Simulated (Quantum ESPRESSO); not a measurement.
**FePt: orders under volume**

Aim: follow moments and order energies of FePt with volume.

Program: Quantum ESPRESSO 7.5. Level of theory: PBE; plane waves with GBRV 1.5 PBE potentials, no spin-orbit coupling. Results are calculated unless marked as measured.

Most raw output is cut from this account.

**1. Starting point**

It takes space group P4/mmm (No. 123, tetragonal). Conventional cell: a = 2.724 Å, b = 2.724 Å, c = 3.713 Å, α = 90.00°, β = 90.00°, γ = 90.00°. Nearest to Fe lie 8 Pt at 2.68 Å and 4 Fe at 2.72 Å. Nearest to Pt lie 8 Fe at 2.68 Å and 4 Pt at 2.72 Å. Farther neighbours are not listed.

The lattice constants were typed from memory of published values and not checked against a source.

**2. Volume 0.91, ferro +**

All lengths scale alike; the factor is that of the volume. Atoms keep their fractional places. Seeded atoms are those given a starting moment.

Input file pw.in:

```
&CONTROL
  calculation = 'scf'
  prefix = 'pwscf'
  outdir = './tmp'
  pseudo_dir = './pseudo'
  disk_io = 'nowf'
  tprnfor = .true.
  tstress = .true.
/
&SYSTEM
  ibrav = 0
  celldm(1) = 8
  nat = 2
  ntyp = 2
  ecutwfc = 40
  ecutrho = 280
  nbnd = 24
  occupations = 'smearing'
  smearing = 'fd'
  degauss = 0.00367493
  nspin = 2
  starting_magnetization(1) = 0.175
  starting_magnetization(2) = 0
/
&ELECTRONS
  conv_thr = 4d-09
  electron_maxstep = 150
  mixing_beta = 0.3
/
ATOMIC_SPECIES
Fe     55.8450 fe_pbe_v1.5.uspp.F.UPF
Pt    195.0840 pt_pbe_v1.4.uspp.F.UPF
CELL_PARAMETERS alat
   0.6234867668186    0.0000000000000    0.0000000000000
   0.0000000000000    0.6234867668186    0.0000000000000
   0.0000000000000    0.0000000000000    0.8499256969466
ATOMIC_POSITIONS crystal
Fe      0.0000000000    0.0000000000    0.0000000000
Pt      0.5000000000    0.5000000000    0.5000000000
K_POINTS automatic
12 12 12 0 0 0
```

The run is started by

```sh
> OMP_NUM_THREADS=1 mpirun -n 4 pw.x -nk 4 -in pw.in > pw.out
```

Wall time 30 s (4 MPI ranks of Arm Neoverse V2, shared host); peak memory 0.35 GiB.

Spin moment in the atom's sphere by atom:

```csv
atom,spin moment in the atom's sphere (μB)
Fe1,2.81
Pt2,0.39
```

This step gave:

```yaml
smearing_term_ts: 0.01143 eV
pressure: 29.52 GPa
magnetization: 3.152 μB
absolute_magnetization: 3.312 μB
final_state: ferromagnetic
```

**3. Volume 0.91, no spin polarisation**

pw.in: that of step 2 with these lines changed.

```diff
@@ -16,3 +16,3 @@
   ecutrho = 280
-  nbnd = 24
+  nbnd = 23
   occupations = 'smearing'
@@ -20,5 +20,2 @@
   degauss = 0.00367493
-  nspin = 2
-  starting_magnetization(1) = 0.175
-  starting_magnetization(2) = 0
 /
```

Elapsed: 14 s, on 4 MPI ranks; peak memory 0.29 GiB; 55 s of CPU time.

Read from the output:

- smearing term TS: 0.02737 eV
- pressure: 9.887 GPa
- final state: non-magnetic (no spin polarisation)

**4. Volume 1.09, ferro +**

pw.in: that of step 3 with these lines changed.

```diff
@@ -16,3 +16,3 @@
   ecutrho = 280
-  nbnd = 23
+  nbnd = 24
   occupations = 'smearing'
@@ -20,2 +20,5 @@
   degauss = 0.00367493
+  nspin = 2
+  starting_magnetization(1) = 0.175
+  starting_magnetization(2) = 0
 /
@@ -30,5 +33,5 @@
 CELL_PARAMETERS alat
-   0.6234867668186    0.0000000000000    0.0000000000000
-   0.0000000000000    0.6234867668186    0.0000000000000
-   0.0000000000000    0.0000000000000    0.8499256969466
+   0.6621488189908    0.0000000000000    0.0000000000000
+   0.0000000000000    0.6621488189908    0.0000000000000
+   0.0000000000000    0.0000000000000    0.9026290956151
 ATOMIC_POSITIONS crystal
```

The job ended after 37 s (4 MPI ranks; peak memory 0.39 GiB; 2.4 min of CPU time).

This step gave:

| Property | Result |
| --- | --- |
| smearing term TS | 0.01231 eV |
| pressure | -11.84 GPa |
| magnetization | 3.485 μB |
| absolute magnetization | 3.687 μB |
| final state | ferromagnetic |
| largest moment | 3.157 μB |

**5. All points**

The runs not shown differ from these in the moved quantity alone.

States, by row:

```csv
volume,ferro +,no spin polarisation
0.91,ferromagnetic,non-magnetic
0.94,ferromagnetic,non-magnetic
0.97,ferromagnetic,non-magnetic
1,ferromagnetic,non-magnetic
1.03,ferromagnetic,non-magnetic
1.06,ferromagnetic,non-magnetic
1.09,ferromagnetic,non-magnetic
```

The largest site moment, ferro + by volume:

```csv
volume (factor),"largest site moment, ferro + (μB)"
0.9100,2.81
0.9400,2.89
0.9700,2.95
1.0000,3.00
1.0300,3.06
1.0600,3.11
1.0900,3.16
```

Energy less that of the parallel start, no spin polarisation against volume:

```csv
volume (factor),"energy less that of the parallel start, no spin polarisation (meV a seeded atom)"
0.9100,505
0.9400,605
0.9700,700
1.0000,790
1.0300,877
1.0600,959
1.0900,1037
```

Energy over the lowest against volume; values in meV an atom:

```csv
volume (factor),ferro +,no spin polarisation
0.9100,127,380
0.9400,62.8,365
0.9700,22.5,372
1.0000,2.63,398
1.0300,0,438
1.0600,11.7,491
1.0900,35.5,554
```

**6. Outcome**

| Quantity | Value |
| --- | --- |
| moment, parallel start | 2.81 to 3.16 μB |
| states met from these starts | ferromagnetic |

In words: The moment of the parallel start goes from 2.81 μB at 0.91 to 3.16 μB at 1.09. The net moment of the cell goes from 3.15 to 3.48 μB. The radius of the spheres follows the nearest distance, so part of the change of the site moments is the spheres'. Only a parallel start was run beside the spinless one, so opposed or spiral orders, which may lie lower, are not probed.

[Logs and program files are shortened in this print: banners, set-up blocks, solver, clock and traceback lines can be left out without a mark of their own.]

[Logs are printed without paths, hosts, clocks, repeated set-up lines and the standing remarks that a program may print on its own settings, such as how far it seeks lower states.]

[Hosts, paths, dates, database ids (printed as entryN), source tags and the programs' standing remarks are cut or masked in the printed files.]

[Where a cell is said to come from a database of computed structures, the database is the Materials Project.]
